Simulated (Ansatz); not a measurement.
**GaCuW in the AlB2 type: Migdal–Eliashberg transition temperature**

Aim: the phonon-mediated transition temperature of GaCuW in the AlB2 type at ambient pressure, over a range of μ*. The cell shown first is a relaxed one, from steps not shown here.

Method: DFT PBE, scalar-relativistic, plane waves, PAW; PAW set soft_1, in Ansatz 0.2.0.

The structure was built from a prototype and need not be the compound's stable phase.

## (1) The cell after earlier relaxation steps

Symmetry: P-6m2, No. 187, hexagonal system. Conventional cell: a = 4.230 Å, b = 4.230 Å, c = 2.760 Å, α = 90.00°, β = 90.00°, γ = 120.00°. W has 2 W at 2.76 Å and 6 Ga at 2.81 Å and 6 Cu at 2.81 Å nearest. Nearest to Ga lie 3 Cu at 2.44 Å and 2 Ga at 2.76 Å and 6 W at 2.81 Å. Nearest to Cu lie 3 Ga at 2.44 Å and 2 Cu at 2.76 Å and 6 W at 2.81 Å. Farther neighbours are not listed.

## (2) Resistivity: q 3×3×3, k 6×6×9, scattering 8×8×12

The run that gives the couplings also evaluates McMillan's and Allen and Dynes's formulas and, where asked, the Eliashberg equations, over a range of μ*.

input.yaml

```yaml
crystal:
  lattice:
    - [4.2302088612, 0.0, 0.0]
    - [-2.1151044306, 3.6634683371, 0.0]
    - [0.0, 0.0, 2.7597669953]
  atoms:
    - { symbol: W, position: [0.0, 0.0, 0.0] }
    - { symbol: Ga, position: [0.3333333333, 0.6666666667, 0.5] }
    - { symbol: Cu, position: [0.6666666667, 0.3333333333, 0.5] }
kpoints:
  mp_grid: { grid: [6, 6, 9] }
hamiltonian:
  xc: pbe
  pseudopotentials: { kind: paw, azcp: { folder: soft_1 } }
scf:
  occupations: { method: methfessel_paxton, width: 0.2 }
output:
  eigenvalues: true
phonons:
  method: dfpt
  qmesh: [3, 3, 3]
  temperatures: { t_max: 1000, t_step: 50 }
  qpath:
    path:
      - [[0.0, 0.0, 0.0], [0.5, 0.0, 0.0], [0.33333333, 0.33333333, 0.0], [0.0, 0.0, 0.0], [0.0, 0.0, 0.5], [0.5, 0.0, 0.5], [0.33333333, 0.33333333, 0.5], [0.0, 0.0, 0.5]]
      - [[0.5, 0.0, 0.5], [0.5, 0.0, 0.0]]
      - [[0.33333333, 0.33333333, 0.5], [0.33333333, 0.33333333, 0.0]]
    npoints: 10
  electrical_resistivity:
    mesh: [8, 8, 12]
    temperatures: [20.0, 50.0, 77.0, 100.0, 150.0, 200.0, 300.0, 400.0, 600.0, 800.0]
  superconductivity: { mesh: [8, 8, 12] }
```

The run is started by

```bash
ansatz run input.yaml --threads 4 --pin off --max-ram 12288MiB --backend cpu --events-out ev --progress --plain --runs-dir out
```

Numbers of over 12 decimals in the logs are rounded to 6 here.

Log:

```text
Warning: phonons: the dynamical matrix that this run interpolates holds no multipole term above the dipole-dipole one, and a site of this crystal is no centre of inversion, so its interpolated transverse optical and acoustic branches and sound speeds can stay off near Gamma, and the density of states and the thermodynamics with them. What a run solves at a wave vector of phonons.qpoints, Gamma apart, where the deck admits one, is free of this, and under fd what a larger phonons.supercell samples
Engine: ansatz 0.2.0, aarch64-unknown-linux-gnu
Pseudopotentials: kind: paw
Pseudopotential: W, paw, valence charge 14, recommended cutoff 420 eV (normal), soft_1/W.paw.azcp
Pseudopotential: Ga, paw, valence charge 13, recommended cutoff 420 eV (normal), soft_1/Ga.paw.azcp
Pseudopotential: Cu, paw, valence charge 19, recommended cutoff 420 eV (normal), soft_1/Cu.paw.azcp
Functional definition: PBE
  parameter kappa = 0.804
  parameter beta = 0.066725
  exchange = pbe_x(kappa = kappa, mu = beta*pi^2/3)
  correlation = pbe_c(beta = beta)
Crystal: 3 atoms, lattice volume = 42.769 Å³
Basis set: ecut = 420 eV, 843 PW (Γ), exchange–correlation on 60×60×40 points (8 copies of the dense FFT grid, shifted against one another)
Bands: 28, of which v1, the nominal top of the filled ones, is band 23 counted from 1 (22 counted from 0)
Symmetry: 12 space group operations
k-points: 35 of 324 (time reversal used)
Non-local potential: W, projectors of the file, l = 0: 3, l = 1: 2, l = 2: 2, l = 3: 1
Non-local potential: Ga, projectors of the file, l = 0: 2, l = 1: 2, l = 2: 3, l = 3: 1
Non-local potential: Cu, projectors of the file, l = 0: 3, l = 1: 2, l = 2: 3, l = 3: 1
PAW form: soft (Blöchl's): semilocal exchange-correlation on the pseudo side does not see the compensation charge
PAW one-centre angular grid: W, 590 points (default); XC on 64 Gauss nodes
PAW one-centre angular grid: Ga, 590 points (default); XC on 64 Gauss nodes
PAW one-centre angular grid: Cu, 590 points (default); XC on 64 Gauss nodes
Initial density: superposition of atomic densities (chi_scale 0.1, normalization cell, long waves kept (reshape's long-wave potential 0.00 eV rms))
Initial wavefunctions: pseudopotential atomic-orbital guess
Functional: x = pbe(κ = 0.804, μ = 0.219515), c = pbe(β = 0.066725)
SCF iter   1: F=—  HF=-20794.862743 eV  |F-HF|=—  |Δ(HF+E_count)|=         —  Δρ=1.68e-1  dr2=8.69e0  ethr=3.10e-3  ⟨swp⟩=4.1  Hψ=3307  notcnv=0
preconditioner: auto → none  [metal: Δε(μ)=0.016 eV  Ē_g=10.926 eV  σ=0.200 eV  W_gap=0.07  n_scr=8 (ndim 8)  ℏωp=31.1 eV  f_vac=0.000  D(μ)=2.48/eV (n_scr^D=26)  sad-step TF]
SCF iter   2: F=—  HF=-20793.906791 eV  |F-HF|=—  |Δ(HF+E_count)|=   9.56e-1  S|Δr|=    0.00e0  Δρ=7.15e-2  dr2=2.14e0  ethr=3.10e-3  ⟨swp⟩=2.0  Hψ=1709  notcnv=0  defer=5
SCF iter   3: F=—  HF=-20793.459253 eV  |F-HF|=—  |Δ(HF+E_count)|=   4.48e-1  S|Δr|=    0.00e0  Δρ=3.67e-2  dr2=3.48e-1  ethr=3.10e-3  ⟨swp⟩=2.2  Hψ=1740  notcnv=0  defer=5
SCF iter   4: F=—  HF=-20793.388537 eV  |F-HF|=—  |Δ(HF+E_count)|=   7.07e-2  S|Δr|=    0.00e0  Δρ=4.26e-3  dr2=7.34e-3  ethr=7.57e-4  ⟨swp⟩=2.0  Hψ=1500  notcnv=0  defer=5
SCF iter   5: F=—  HF=-20793.389162 eV  |F-HF|=—  |Δ(HF+E_count)|=   6.25e-4  S|Δr|=    0.00e0  Δρ=2.19e-3  dr2=1.07e-3  ethr=1.60e-5  ⟨swp⟩=2.0  Hψ=1499  notcnv=0  defer=5
SCF iter   6: F=—  HF=-20793.389092 eV  |F-HF|=—  |Δ(HF+E_count)|=   6.99e-5  S|Δr|=    0.00e0  Δρ=8.73e-4  dr2=1.93e-4  ethr=2.33e-6  ⟨swp⟩=2.0  Hψ=1497  notcnv=0  defer=5
SCF iter   7: F=—  HF=-20793.389068 eV  |F-HF|=—  |Δ(HF+E_count)|=   2.49e-5  S|Δr|=    0.00e0  Δρ=3.12e-4  dr2=2.49e-5  ethr=4.20e-7  ⟨swp⟩=2.0  Hψ=1492  notcnv=0  defer=5
SCF iter   8: F=—  HF=-20793.389062 eV  |F-HF|=—  |Δ(HF+E_count)|=   5.21e-6  S|Δr|=    0.00e0  Δρ=6.41e-5  dr2=1.32e-6  ethr=5.40e-8  ⟨swp⟩=2.0  Hψ=1456  notcnv=0  defer=5
SCF iter   9: F=—  HF=-20793.389067 eV  |F-HF|=—  |Δ(HF+E_count)|=   4.47e-6  S|Δr|=    0.00e0  Δρ=4.39e-6  dr2=6.35e-9  ethr=2.87e-9  ⟨swp⟩=2.0  Hψ=1219  notcnv=0  defer=5
SCF iter  10: F=—  HF=-20793.389067 eV  |F-HF|=—  |Δ(HF+E_count)|=  8.00e-11  S|Δr|=    0.00e0  Δρ=7.01e-7  dr2=1.82e-10  ethr=1.38e-11  ⟨swp⟩=2.0  Hψ=1506  notcnv=0  defer=5
[...]
SCF 1 converged in 12 iterations: F = -20793.389067 eV  dr2 = 4.80e-13
  greatest PAW one-centre occupation: 0.999 electrons in one spin orbital (limit 2), on the Cu atom at site 2 (counted from 0), in its partial waves of l = 0
Initial density: read from a saved state, or passed on in memory by an earlier SCF of this step, an earlier step, the calling program or the single point that the run made first
[...]
eigensolver tolerance schedule: the retry pair's looser diagonalisation over-reported the residual by 109505.72 of it (diagonalisation noise at 0.24 of the residual, at the tolerance the schedule requests for it); recorded, not acted on — ethr = c·dr2/N_el stays at c = 1.0e-1
preconditioner: auto → none  [metal: Δε(μ)=0.049 eV  Ē_g=10.731 eV  σ=0.200 eV  W_gap=0.21  n_scr=8 (ndim 8)  ℏωp=31.1 eV  f_vac=0.000  D(μ)=2.54/eV (n_scr^D=26)]
[...]
SCF 2 converged in 3 iterations: F = -20793.389067 eV  dr2 = 5.33e-12
phonons: the bands overlap, so this run is a metal and interpolates without the dipole-dipole term. If the crystal is really an insulator or semiconductor, its LO-TO splitting is missing
NSCF: frozen V_eff on 35 k-points
NSCF: frozen V_eff on 65 k-points
DFPT response loops at q = (0, 0, 0) (fractional): preconditioner auto → Kerker (q_TF=auto, 2.762 Å⁻¹) (partly filled bands, converged f_vac=0.000); β = 1.00, the filter's whole step (`scf.mixing.beta` (0.50) is not read by the response loops under this deck's `scf.mixing.preconditioner`; to damp them name `kerker` or `kerker_dos`, under which they read `scf.mixing.beta`, and type it under 1.00, their step now; both keys bind the ground state too); Broyden in place of MSR1
NSCF: frozen V_eff on 234 k-points
DFPT response loops at q = (0, 0, 0.333333) (fractional): mixed as the last ones told, above
NSCF: frozen V_eff on 210 k-points
DFPT response loops at q = (0, 0.333333, 0) (fractional): mixed as the last ones told, above
NSCF: frozen V_eff on 378 k-points
DFPT response loops at q = (0, 0.333333, 0.333333) (fractional): mixed as the last ones told, above
NSCF: frozen V_eff on 210 k-points
DFPT response loops at q = (0.333333, 0.333333, 0) (fractional): mixed as the last ones told, above
NSCF: frozen V_eff on 378 k-points
DFPT response loops at q = (0.333333, 0.333333, 0.333333) (fractional): mixed as the last ones told, above
[...]
sum rule: each row above includes the acoustic sum rule's correction from the zone centre's row sums; it moved no ω² by more than (0.36 cm⁻¹)²
  mesh force constants: q→R imaginary residual 0.00e0; ASR residual 3.057e-5 → 0.000e0 eV/Å²; symmetrization residual 1.066e-14 eV/Å²
  interpolated dispersion: 93 rows × 9 modes
  density of states and harmonic sums: on the 18×18×24 q-mesh, interpolated from the force constants of a 3×3×3 supercell (no non-analytic term)
  largest difference from the sums on the solved wave vectors: F 2.79e-2 eV, S 3.74e-5 and C_V 9.54e-6 eV/K
  zero-point energy: 0.084370 eV/cell   skipped modes (ω ≤ 0): 3   left out of the sums: 4.29e-5 of the cell's modes: C_V's classical limit lies that fraction below 3 k_B per atom; for a crystal, a wire or a layer, F and S can be off by more, and a phonons.interpolated_qmesh denser along its periods is the remedy for the sampling
--- Electrical resistivity: potentials and phonons of a 3×3×3 supercell ---
  scattering by harmonic phonons alone, with no dipole-dipole term; scattering by other electrons, impurities, surfaces and spin disorder is left out, and so is spin–orbit coupling
  the resistivity is that of a variational response, whose dependence on the energy is improved iteratively
  at the Fermi level of each mesh (of a tensor a third of its trace):
           mesh   spin    states/(eV spin)  plasma energy (eV)         λ      λ_tr    ħω_log (meV)
         8×8×12                     1.1483              4.5122    0.4302    0.4640          13.662
          4×4×6                     0.9050              4.0768    0.3362    0.3940          13.714
  resistivity on the deck's mesh, µΩ·cm:
     T (K)       trace/3  mesh converged            xx            yy            zz    lowest order   relaxation time
     20.00     6.5488e-2              no     8.4900e-2     8.4901e-2     2.6662e-2       1.4102e-1         6.8860e-2
     50.00      2.1322e0              no      2.7061e0      2.7061e0     9.8431e-1        2.6755e0          2.1747e0
     77.00      5.3989e0              no      6.8272e0      6.8272e0      2.5423e0        6.0672e0          5.5089e0
    100.00      8.3226e0              no      1.0508e1      1.0508e1      3.9511e0        9.0433e0          8.4904e0
    150.00      1.4469e1              no      1.8232e1      1.8232e1      6.9407e0        1.5346e1          1.4754e1
    200.00      2.0302e1              no      2.5545e1      2.5545e1      9.8138e0        2.1411e1          2.0696e1
    300.00      3.1415e1              no      3.9432e1      3.9432e1      1.5382e1        3.3145e1          3.2012e1
    400.00      4.2147e1              no      5.2789e1      5.2789e1      2.0862e1        4.4639e1          4.2933e1
    600.00      6.3243e1              no      7.8946e1      7.8946e1      3.1837e1        6.7454e1          6.4384e1
    800.00      8.4406e1              no      1.0512e2      1.0512e2      4.2982e1        9.0417e1          8.5907e1
  mean free path at 20 K (of a tensor a third of its trace): 2931 nm by what each carries, 1942 by the Fermi surface alone
  mean free path at 50 K (of a tensor a third of its trace): 70.9 nm by what each carries, 57.5 by the Fermi surface alone
  mean free path at 77 K (of a tensor a third of its trace): 26.5 nm by what each carries, 22.6 by the Fermi surface alone
  mean free path at 100 K (of a tensor a third of its trace): 16.8 nm by what each carries, 14.6 by the Fermi surface alone
  mean free path at 150 K (of a tensor a third of its trace): 9.51 nm by what each carries, 8.40 by the Fermi surface alone
  mean free path at 200 K (of a tensor a third of its trace): 6.76 nm by what each carries, 5.97 by the Fermi surface alone
  mean free path at 300 K (of a tensor a third of its trace): 4.39 nm by what each carries, 3.85 by the Fermi surface alone
  mean free path at 400 K (of a tensor a third of its trace): 3.30 nm by what each carries, 2.86 by the Fermi surface alone
  mean free path at 600 K (of a tensor a third of its trace): 2.24 nm by what each carries, 1.90 by the Fermi surface alone
  mean free path at 800 K (of a tensor a third of its trace): 1.71 nm by what each carries, 1.42 by the Fermi surface alone
  the resistivity times a path that all electrons share, by the Fermi surface of the deck's mesh alone (a third of the trace): 1.188e-15 Ω·m²
  not converged in the mesh (λ; λ_tr; the resistivity at 20 K by 4.42 %; the resistivity at 50 K by 8.33 %; the resistivity at 77 K by 9.27 %; the resistivity at 100 K by 9.55 %; the resistivity at 150 K by 10.04 %; the resistivity at 200 K by 10.59 %; the resistivity at 300 K by 11.77 %; the resistivity at 400 K by 12.90 %; the resistivity at 600 K by 14.62 %; the resistivity at 800 K by 15.52 %): between neighbouri [...]
  vibrations of 27 cells: unjudged by the run; compare a larger repeat
  the changes of the potential over all sites missed a rigid shift's by 0.00 % (the site terms' by 0.02 %)
  at the force constants' own smearing the fine mesh and the k-points of their solves give squared frequencies that differ by 12.4 % of the larger at the most, at (0.3333, 0.3333, 0.3333)
--- Superconductivity: potentials and phonons of a 3×3×3 supercell ---
           mesh         λ    ħω_log (meV)  μ* declared at (meV)
         8×8×12    0.4302          13.662               15.651
          4×4×6    0.3362          13.714               15.805
  λ by the species' shares of the modes' patterns: W 0.2163, Ga 0.0940, Cu 0.1198
  with the Fermi level up to 32.8 meV (the hardest mode) off, states and modes as they are: density of states 1.1138 to 1.2175 /eV of one spin and cell, λ 0.4286 to 0.4673
  transition temperature on the deck's mesh (K), isotropic and anisotropic, restricted to the Fermi surface (FSR) and over the full bandwidth (FBW), and the last with the density of states resolved in a narrower window:
        μ*   McMillan   Allen–Dynes      iso. FSR      iso. FBW    aniso. FSR    aniso. FBW  narrow window
      0.08      1.434         1.461         1.355         1.375         1.604         1.681          1.677
      0.10      0.983         1.000         0.904         0.916         1.128         1.182          1.179
      0.12      0.629         0.639         0.565         0.571         0.758         0.793          0.792
      0.13      0.488         0.495         0.434         0.438         0.610         0.637          0.637
      0.14      0.368         0.374         0.325         0.328         0.483         0.505          0.505
      0.16      0.191         0.194         0.168         0.169         0.289         0.302          0.302
      0.20      0.029         0.030    none_found    none_found    none_found    none_found     none_found
  none_found: no transition down to 0.1 K
  isotope coefficients −∂ln Tc/∂ln M under μ* = 0.13, the force constants as they are, of the isotropic transitions restricted to the Fermi surface and over the full bandwidth: W 0.207 and 0.212, Ga 0.028 and 0.029, Cu 0.032 and 0.033
  gaps at the Fermi level over the full bandwidth under μ* = 0.1, 0.295 K: 0.065 to 0.469 meV
  gaps at the Fermi level over the full bandwidth under μ* = 0.13, 0.159 K: 0.025 to 0.269 meV
  gaps at the Fermi level over the full bandwidth under μ* = 0.16, 0.075 K: 0.007 to 0.135 meV
  not converged in the mesh (λ, the transition temperature): between neighbouring meshes, the two finest first, λ moves by 21.84 % and the anisotropic transition temperature over the full bandwidth at μ* = 0.13 by 83.38 %; converged means that the two finest part by at most 2.00 % and 5.00 %
  vibrations of 27 cells: unjudged by the run; compare a larger repeat
  the changes of the potential over all sites missed a rigid shift's by 0.00 % (the site terms' by 0.02 %)
  at the force constants' own smearing the fine mesh and the k-points of their solves give squared frequencies that differ by 12.4 % of the larger at the most, at (0.3333, 0.3333, 0.3333)
[key lines of the parts left out:]
SCF converged after 12 iterations
Free energy (F): -20793.389067 eV
Fermi energy:    17.337506 eV
```

Wall time 8.1 min (4 threads of Arm Neoverse V2, shared host); peak memory 5.3 GiB; 32 min of CPU time.

The column dr2 measures how far the density is from self-consistency, as an energy; F and HF (Harris–Foulkes) agree once it is small.

Numbers from this step:

```yaml
volume_per_atom: 14.26 Å³/atom
metallic_on_mesh: yes
gap_on_the_k_mesh: 0 eV
zero_point_energy: 0.08437 eV/cell
share_of_imaginary_modes_in_the_plain_interpolation_between_solved_wavevectors: 0
highest_frequency_solved_or_plainly_interpolated: 264.7 cm⁻¹
debye_temperature_second_moment: 302 K
resistivity_at_300_k: 31.42 μΩ cm, mean of the axes
coupling_constant_lambda: 0.4302
density_of_states_at_the_fermi_level: 1.148 states/eV a spin and cell
log_mean_phonon_energy_omega_log: 13.66 meV
transport_coupling_constant_lambda_tr: 0.4711, 0.4711, 0.4497 (xx, yy, zz)
drude_plasma_energy: 3.66, 3.66, 5.856 eV (xx, yy, zz)
resistivity_times_mean_free_path: 14.65, 14.65, 6.325 × 10⁻¹⁶ Ω m² (xx, yy, zz)
second_moment_phonon_energy_omega: 15.65 meV
```

An empty cell: under 1 mK by a formula, or no transition down to the floor of the Eliashberg search. Transition temperatures:

```
  μ*  McMillan Tc (K)  Allen–Dynes Tc (K)  isotropic Fermi-surface Tc (K)  isotropic full bandwidth Tc (K)  anisotropic Fermi-surface Tc (K)  anisotropic full bandwidth Tc (K)  anisotropic narrow window Tc (K)
0.08             1.43                1.46                            1.35                             1.37                               1.6                               1.68                              1.68
 0.1            0.983                   1                           0.904                            0.916                              1.13                               1.18                              1.18
0.12            0.629               0.639                           0.565                            0.571                             0.758                              0.793                             0.792
0.13            0.488               0.495                           0.434                            0.438                              0.61                              0.637                             0.637
0.14            0.368               0.374                           0.325                            0.328                             0.483                              0.505                             0.505
0.16            0.191               0.194                           0.168                            0.169                             0.289                              0.302                             0.302
 0.2           0.0294              0.0297                               -                                -                                 -                                  -                                 -
```

(Continued in part 2 of 3.)

[Logs are printed without paths, hosts, clocks, repeated set-up lines and the standing remarks that a program may print on its own settings, such as how far it seeks lower states.]

[Hosts, paths, dates, database ids (printed as entryN), source tags and the programs' standing remarks are cut or masked in the printed files.]
